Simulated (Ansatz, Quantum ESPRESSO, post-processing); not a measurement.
# 1T-SiO2, 1 layer in an electric field, part 5 of 6

Wanted: polarisability and gap of 1T-SiO2, 1 layer against a perpendicular field.

Quantum ESPRESSO 7.5; plane-wave DFT, PBEsol, GBRV ultrasoft pseudopotentials; geometry and cross-check by Ansatz 0.2.0 with PAW datasets.

So far. Step 11 (Ground state: field -0.2 V/Å): The dipole goes from 0.0000 to -0.0189 e Å, 0.0947 e Å per V/Å. Step 12 (Potential by pp.x): The slope in the vacuum is -0.200 eV/Å for an applied -0.20 V/Å, as it should be.

## 13. Bands along a path: field -0.2 V/Å

f3.bands.in reads:

```
&control
  prefix = 'f3.bands'
  outdir = './out'
  pseudo_dir = './pseudo'
  calculation = 'bands'
  tefield = .true.
  dipfield = .true.
/
&system
  ibrav = 0
  nat = 3
  ntyp = 2
  ecutwfc = 40
  ecutrho = 200
  occupations = 'smearing'
  smearing = 'fd'
  degauss = 0.004
  edir = 3
  emaxpos = 0.97
  eopreg = 0.04
  eamp = -0.00388938
  nbnd = 14
/
&electrons
  conv_thr = 1e-07
  mixing_beta = 0.4
  electron_maxstep = 120
  mixing_mode = 'local-TF'
/
ATOMIC_SPECIES
  O   15.9990  o_pbesol_v1.2.uspp.F.UPF
  Si  28.0850  si_pbesol_v1.uspp.F.UPF
CELL_PARAMETERS angstrom
  2.69797419724083 0.00000000000000 -0.00000000000000
  -1.34898709862042 2.33651419356549 0.00000000000000
  -0.00000000000000 0.00000000000000 18.85903999990000
ATOMIC_POSITIONS crystal
  O   0.666666666667 0.333333333333 0.451438547694
  Si  0.000000000000 0.000000000000 0.500000008457
  O   0.333333333333 0.666666666667 0.548561443849
K_POINTS crystal_b
4
  0.0000000000 0.0000000000 0.0000000000 14
  0.5000000000 0.0000000000 0.0000000000 14
  0.3333333333 0.3333333333 0.0000000000 14
  0.0000000000 0.0000000000 0.0000000000 1
```

Launch:

```sh
> cp -r out/f3.save out/f3.bands.save
> cp out/f3.xml out/f3.bands.xml
> OMP_NUM_THREADS=1 mpirun -n 2 pw.x -nk 2 -in f3.bands.in > f3.bands.out
```

Numbers of over 12 decimals in the logs are rounded to 6 here.

The program printed:

```text
[banner, memory and clock lines left out]
Program PWSCF v.7.5 starts
[citation notice left out]

[...]
bravais-lattice index     =            0
     lattice parameter (alat)  =       5.0984  a.u.
     unit-cell volume          =     802.2734 (a.u.)^3
     number of atoms/cell      =            3
     number of atomic types    =            2
     number of electrons       =        16.00
     number of Kohn-Sham states=           14
     kinetic-energy cutoff     =      40.0000  Ry
     charge density cutoff     =     200.0000  Ry
     Exchange-correlation= SLA  PW   PSX  PSC
                           (   1   4  10   8   0   0   0)

[...]
PseudoPot. # 1 for O  read from file:
     ./pseudo/o_pbesol_v1.2.uspp.F.UPF
     Pseudo is Ultrasoft + core correction, Zval =  6.0
     Generated by new atomic code, or converted to UPF format
     Using radial grid of  737 points,  5 beta functions with:
                l(1) =   0
                l(2) =   0
                l(3) =   1
                l(4) =   1
                l(5) =   2
     Q(r) pseudized with  8 coefficients,  rinner =    0.900   0.900   0.900
                                                       0.900   0.900

     PseudoPot. # 2 for Si read from file:
     ./pseudo/si_pbesol_v1.uspp.F.UPF
     Pseudo is Ultrasoft + core correction, Zval =  4.0
     Generated by new atomic code, or converted to UPF format
     Using radial grid of  899 points,  6 beta functions with:
                l(1) =   0
                l(2) =   0
                l(3) =   1
                l(4) =   1
                l(5) =   2
                l(6) =   2
     Q(r) pseudized with  8 coefficients,  rinner =    0.900   0.900   0.900
                                                       0.900   0.900

     atomic species   valence    mass     pseudopotential
     O                 6.00    15.99900     O ( 1.00)
     Si                4.00    28.08500     Si( 1.00)

     No symmetry found

[...]
number of k points=    43  Fermi-Dirac smearing, width (Ry)=  0.0040
[...]
Dense  grid:    38441 G-vectors     FFT dimensions: (  24,  24, 162)

     Smooth grid:    27377 G-vectors     FFT dimensions: (  24,  24, 144)

     The potential is recalculated from file :
     ./out/f3.bands.save/charge-density

     negative rho (up, down):  5.087E-04 0.000E+00

     Adding external electric field

     Computed dipole along edir(3) :
        Dipole               -0.0358 Ry au,         -0.0910 Debye
        Dipole field         -0.0006 Ry au,

        E field amplitude [Ha a.u.]: -3.8894E-03
        Potential amp.       -0.2277 Ry
        Total length         34.2129 bohr

     Starting wfcs are   12 randomized atomic wfcs +    2 random wfcs

     Band Structure Calculation
     Davidson diagonalization with overlap

     ethr =  6.25E-10,  avg # of iterations = 52.9

     End of band structure calculation

          k = 0.0000 0.0000 0.0000 (  3407 PWs)   bands (ev):

   -26.4431 -22.6465  -9.9962  -7.4526  -7.4526  -6.3764  -6.3764  -6.0881
     1.0873   2.3241   2.8476   3.3994   3.8960   4.9166

          k = 0.0357 0.0206 0.0000 (  3405 PWs)   bands (ev):

   -26.4207 -22.6372  -9.9862  -7.6066  -7.4886  -6.4514  -6.3710  -6.0200
     1.1726   2.3598   2.9140   3.4373   3.9285   4.9491

[...]
```

Wall time 15 s (2 MPI ranks of Arm Neoverse V2, shared host); peak memory 0.13 GiB; 30 s of CPU time.

This step gave:

| Property | Result |
| --- | --- |
| valence top, on the run's zero | -5.498 eV |
| gap by band count | 6.585 eV |

Band numbers count within the set of bands kept for display. Electronic bands along the path, in eV, zero at the highest filled level of the SCF mesh; v1 is the highest filled band, c1 the lowest empty one:

```csv
point,v4,v3,v2,v1,c1
Γ,-1.95,-0.87,-0.87,-0.59,6.59
halfway,-3.00,-2.57,-0.98,-0.06,8.71
M,-3.73,-1.63,-1.29,-0.82,7.96
halfway,-4.90,-2.74,-1.03,-0.50,9.36
K,-5.54,-3.93,-0.64,-0.58,10.55
halfway,-3.76,-1.85,-1.73,0.00,9.38
Γ,-1.95,-0.87,-0.87,-0.59,6.59
```

The electronic bands as a text plot (rows in eV, shown from -8.0 to 10.6 only):

```
   10.2 |                            ++++++++++++++
    9.4 |                         +++              +++
    8.6 |        +++++++        ++                    +++
    7.8 |     +++       ++++++++                         ++
    7.1 |  +++                                             +++++
    6.3 |++                                                     +
    5.5 |
    4.8 |
    4.0 |
    3.2 |
    2.4 |
    1.7 |
    0.9 |
    0.1 |    **********                       ***************
   -0.7 |***********   ***********************             ******
   -1.4 |  ***      ***************           ****************
   -2.2 |******************     ***              *******   ******
   -3.0 |    *  *******            ***        ***        *****
   -3.7 |     ***      *********      ********     ********
   -4.5 |************           ****          *****     *********
   -5.3 |        *** ***            **********      ****
   -6.1 |           *   **************    **********
   -6.8 |            ***                       ****
   -7.6 |               *****  ****************
         Γ                   M           K                      Γ
```

Upper empty bands that drop with the field can be states of the vacuum, held by the sawtooth; they depend on the cell's width.

Along this path the valence top lies between K and Γ and the conduction bottom at Γ.

## 14. Valence density

The density shows how far the electrons spill into the vacuum.

f0.rho.in reads:

```
&inputpp
  prefix = 'f0'
  outdir = './out'
  filplot = 'f0.rho.dat'
  plot_num = 0
/
```

Launch:

```sh
> OMP_NUM_THREADS=1 mpirun -n 2 pp.x -in f0.rho.in > f0.rho.out
```

The program printed:

```text
[banner, memory and clock lines left out]
Program POST-PROC v.7.5 starts

          URL

     ./out/f0.save/

     IMPORTANT: XC functional enforced from input :
     Exchange-correlation= PBESOL
                           (   1   4  10   8   0   0   0)
     Any further DFT definition will be discarded
     Please, verify this is what you really want

     negative rho (up, down):  5.091E-04 0.000E+00

     Adding external electric field

     Computed dipole along edir(3) :
        Dipole                0.0000 Ry au,          0.0000 Debye
        Dipole field          0.0000 Ry au,

        Potential amp.       -0.0000 Ry
        Total length         34.2129 bohr

     Calling punch_plot, plot_num =   0
     Writing data to file  f0.rho.dat
     Message from routine chdens:
     namelist plot not found or invalid, exiting
```

The job ended after 0.89 s (2 MPI ranks; peak memory 0.1 GiB).

Read from the output:

```
electrons by integration : 16.00 e
```

Mean over planes. Table of valence density, planar mean by z:

```csv
z (Å),"valence density, planar mean (e/Å³)"
5.5,3.6e-5
6.0,2.2e-4
6.5,0.00134
7.0,0.00876
7.5,0.0628
8.0,0.431
8.5,1.17
9.0,0.697
9.5,0.430
10.0,0.918
10.5,1.06
11.0,0.257
11.5,0.0357
12.0,0.00507
12.5,8.0e-4
13.0,1.3e-4
13.5,2.3e-5
```

Valence density in the ca plane at fractional y = 0.000, with atoms of Si within 0.2 Å of it. It is the smooth field of the valence electrons, not physical close to the nuclei.

Ten steps, logarithmic in the rise over the least value, from '0' (0.0 e/Å³) to '9' (1.2 e/Å³), each cell a mean:
```
00000000000000000135767664210000000000000000
00000000000000000246777775310000000000000000
00000000000000001357887886420000000000000000
00000000000000001368987897520000000000000000
00000000000000001368887887420000000000000000
00000000000000000257877876310000000000000000
00000000000000000246766765310000000000000000
00000000000000000135679564210000000000000000
```
Columns run along c (18.9 Å), rows up along a (2.7 Å). Atoms in or near the plane, at fractional coordinates: Si at (0.50, 0.00).

The density integrates to 16.000 electrons, as the 16 of the input ask.

## 15. Valence density

f2.rho.in reads:

```
&inputpp
  prefix = 'f2'
  outdir = './out'
  filplot = 'f2.rho.dat'
  plot_num = 0
/
```

Launch:

```sh
> OMP_NUM_THREADS=1 mpirun -n 2 pp.x -in f2.rho.in > f2.rho.out
```

The job ended after 0.89 s (2 MPI ranks; peak memory 0.1 GiB; 1.6 s of CPU time).

## 16. Charge moved by a field of 0.2 V/Å

This step gave:

| Quantity | Value |
| --- | --- |
| largest charge moved across a plane | 9.12e-4 e/Å² |
| dipole step | -0.5441 eV |

The planar mean oscillates, so the rows of the table below give means over windows of 0.5 Å about each position, cut where the curve ends. Its maxima inside the range that stand out by 2 % of the span (Å: e/Å³): 7.80: 7.6e-4, 8.61: 3.8e-4, 9.78: 3.1e-4, 10.48: -2.3e-4. Its minima: 8.38: 2.1e-4, 9.08: -3.1e-4, 10.24: -3.8e-4, 11.06: -7.6e-4.

Planar mean against z; means over each step:

```csv
z (Å),planar mean (e/Å³)
3.5,2.1e-8
4.0,8.2e-8
4.5,3.2e-7
5.0,1.3e-6
5.5,5.1e-6
6.0,1.9e-5
6.5,6.9e-5
7.0,2.3e-4
7.5,5.7e-4
8.0,6.0e-4
8.5,2.9e-4
9.0,-1.4e-4
9.5,8.4e-5
10.0,-3.0e-5
10.5,-3.3e-4
11.0,-6.9e-4
11.5,-4.6e-4
12.0,-1.6e-4
12.5,-4.6e-5
13.0,-1.2e-5
13.5,-3.0e-6
14.0,-7.1e-7
14.5,-1.7e-7
15.0,-4.0e-8
```

Table of running integral, electrons below z by z:

```csv
z (Å),"running integral, electrons below z (e/Å²)"
4.0,3.2e-8
4.5,1.3e-7
5.0,5.0e-7
5.5,2.0e-6
6.0,7.8e-6
6.5,2.9e-5
7.0,1.0e-4
7.5,3.1e-4
8.0,6.7e-4
8.5,8.3e-4
9.0,8.8e-4
9.5,8.1e-4
10.0,9.1e-4
10.5,7.6e-4
11.0,4.7e-4
11.5,1.7e-4
12.0,5.0e-5
12.5,1.3e-5
13.0,3.3e-6
13.5,7.9e-7
14.0,1.9e-7
14.5,4.4e-8
```

## 17. Polarisability from the dipole between 0 and 0.1 V/A

Read from the output:

```
change of slope in the vacuum : 0.10000 eV/Å
polarisability a cell         : 1.367 Å³
sheet polarisability 4πα/A    : 2.725 Å
```

The change of the potential energy, second field less first by z:

```csv
z (Å),"change of the potential energy, second field less first (eV)"
0.0,-0.403
0.5,-0.757
1.0,-0.707
1.5,-0.657
2.0,-0.607
2.5,-0.557
3.0,-0.507
3.5,-0.457
4.0,-0.407
4.5,-0.357
5.0,-0.307
5.5,-0.257
6.0,-0.207
6.5,-0.158
7.0,-0.110
7.5,-0.0674
8.0,-0.0376
8.5,-0.0208
9.0,-0.0105
9.5,0.00195
10.0,0.0129
10.5,0.0245
11.0,0.0440
11.5,0.0783
12.0,0.123
12.5,0.171
13.0,0.221
13.5,0.271
14.0,0.321
14.5,0.371
15.0,0.421
15.5,0.471
16.0,0.521
16.5,0.571
17.0,0.621
17.5,0.671
18.0,0.721
18.5,0.329
```

## 18. Dipole against field

Dipole along the normal, dipole moment against applied field:

```csv
applied field (V/Å),"dipole along the normal, dipole moment (e·Å)"
-0.200,-0.0189
0.000,0
0.100,0.00949
0.200,0.0190
```

## 19. The same in Ansatz: field 0.1 V/Å

A second code with its own PAW datasets, on the same atoms.

Level of this step: plane-wave DFT, PBE, Ansatz PAW (Ansatz 0.2.0).

input.yaml reads:

```yaml
crystal:
  lattice:
    - [2.6979741972, 0.0, 0.0]
    - [-1.3489870986, 2.3365141936, 0.0]
    - [0.0, 0.0, 18.8590399999]
  atoms:
    - { symbol: O, position: [0.6666666667, 0.3333333333, 0.4514385477] }
    - { symbol: Si, position: [0.0, 0.0, 0.5000000085] }
    - { symbol: O, position: [0.3333333333, 0.6666666667, 0.5485614438] }
kpoints:
  mp_grid: { grid: [12, 12, 1] }
hamiltonian:
  xc: pbe
scf:
  occupations: { method: fermi_dirac, width: 0.054 }
  convergence: { dr2_threshold: 1.0e-09 }
efield:
  axis: 3
  dipole_correction: true
  ramp_position: 0.97
  ramp_width: 0.04
  amplitude: 0.1
output:
  write_potential: true
  write_density: true
  volumetric_format: npy
```

Launch:

```sh
> ansatz run input.yaml --threads 2 --pin off --max-ram 4096MiB --backend cpu --events-out ev --progress --plain --runs-dir out
```

The program printed:

```text
[...]
Crystal: 3 atoms, lattice volume = 118.885 Å³
Basis set: ecut = 420 eV, 2385 PW (Γ)
Bands: 12, of which v1, the nominal top of the filled ones, is band 8 counted from 1 (7 counted from 0)
Symmetry: 6 space group operations
k-points: 19 of 144 (time reversal used)
[...]
SCF iter   1: F=—  HF=-1775.226998 eV  |F-HF|=—  |Δ(HF+E_count)|=         —  Δρ=8.14e-2  dr2=6.86e0  ethr=3.10e-3  p=0.013 e·Å  D=1.96e-2 V/Å  ΔV_dip=-0.37 eV  dr2_dipole=7.32e-5  V_vac-E_F(+/−)=8.76/7.45 eV  ⟨swp⟩=9.3  Hψ=2073  notcnv=0
[...]
SCF iter  10: F=-1773.149205 eV  HF=-1773.149205 eV  |F-HF|=7.19e-11  |Δ(HF+E_count)|=   1.97e-8  Δρ=9.71e-7  dr2=5.47e-10  ethr=6.25e-12  p=0.009 e·Å  D=1.44e-2 V/Å  ΔV_dip=-0.27 eV  dr2_dipole=2.64e-12  V_vac-E_F(+/−)=6.27/4.86 eV  ⟨swp⟩=5.8  Hψ=1475  notcnv=0
SCF 1 converged in 10 iterations: F = -1773.149205 eV  dr2 = 5.47e-10
[...]
SCF converged after 10 iterations
Free energy (F): -1773.149205 eV
[...]
Internal energy: -1773.149205 eV  (E = F + TS)
E sigma→0 (E₀):  -1773.149205 eV
Fermi energy:    -2.018463 eV
Dipole field:    D = 0.014430 V/Å  (p = 0.009481 e·Å, saw-weighted, corrected)
Work function:   not extracted (applied field tilts the vacuum); planar V_es + V_field profile in the machine report
[...]
--- Band table (eV; the first three rows and the last of 19) ---
  k-point 0: bands = [... 4 lower, -7.3292, -6.2715, -6.2715, -5.9753, 1.1944, 2.9306, 3.1422, 3.6189]
  k-point 1: bands = [... 4 lower, -7.5091, -6.6543, -6.2519, -5.7200, 1.6245, 3.1490, 3.4343, 3.8413]
  k-point 2: bands = [... 4 lower, -7.9154, -7.4560, -6.2719, -5.4807, 2.5637, 3.6710, 4.0570, 4.4795]
  k-point 18: bands = [... 4 lower, -10.8866, -9.2884, -6.0186, -5.9898, 5.1759, 8.4811, 8.6106, 8.6119]
```

Run time: 2.6 s. Hardware: 2 threads; peak memory 0.32 GiB; 5.1 s of CPU time.

This step gave:

```
free energy             : -1773.1492 eV
Fermi energy            : -2.018 eV
gap by band count       : 6.600 eV
dipole along the normal : 0.009481 e·Å
```

At 0.1 V/Å Ansatz's dipole is 0.0095 e Å against 0.0095 from pw.x, under another functional.

## 20. The same in Ansatz: field -0.1 V/Å

input.yaml, as its differences from the input of step 19:

```diff
@@ -21,3 +21,3 @@
   ramp_width: 0.04
-  amplitude: 0.1
+  amplitude: -0.1
 output:
```

The program printed:

```text
[...]
Crystal: 3 atoms, lattice volume = 118.885 Å³
Basis set: ecut = 420 eV, 2385 PW (Γ)
Bands: 12, of which v1, the nominal top of the filled ones, is band 8 counted from 1 (7 counted from 0)
Symmetry: 6 space group operations
k-points: 19 of 144 (time reversal used)
[...]
--- Band table (eV; the first three rows and the last of 19) ---
  k-point 0: bands = [... 4 lower, -7.3615, -6.3038, -6.3038, -6.0076, 1.1621, 2.9023, 3.1244, 3.6125]
  k-point 1: bands = [... 4 lower, -7.5413, -6.6866, -6.2842, -5.7523, 1.5922, 3.1235, 3.4172, 3.8304]
  k-point 2: bands = [... 4 lower, -7.9477, -7.4883, -6.3042, -5.5129, 2.5315, 3.6442, 4.0437, 4.4710]
  k-point 18: bands = [... 4 lower, -10.9189, -9.3207, -6.0508, -6.0221, 5.1436, 8.4488, 8.5784, 8.5796]
[key lines of the parts left out:]
SCF converged after 10 iterations
Free energy (F): -1773.149206 eV
Fermi energy:    -2.050737 eV
Dipole field:    D = -0.014433 V/Å  (p = -0.009483 e·Å, saw-weighted, corrected)
```

It took 2.5 s on 2 threads; peak memory 0.32 GiB.

This step gave:

```
Fermi energy            : -2.051 eV
dipole along the normal : -0.009483 e·Å
```

## 21. Dipole against field, Ansatz

Dipole along the normal, dipole moment against applied field:

```csv
applied field (V/Å),"dipole along the normal, dipole moment (e·Å)"
-0.1000,-0.00948
0.0000,-2.8e-5
0.1000,0.00948
```

(Continued in part 6 of 6.)

[Logs are printed without paths, hosts, clocks, repeated set-up lines and the standing remarks that a program may print on its own settings, such as how far it seeks lower states.]

[Hosts, paths, dates, database ids (printed as entryN), source tags and the programs' standing remarks are cut or masked in the printed files.]

[Maps of the electrostatic potential energy from Ansatz leave out the sawtooth potential of an applied field or a dipole correction, so their vacuum need not be flat; planar profiles and work functions include it.]
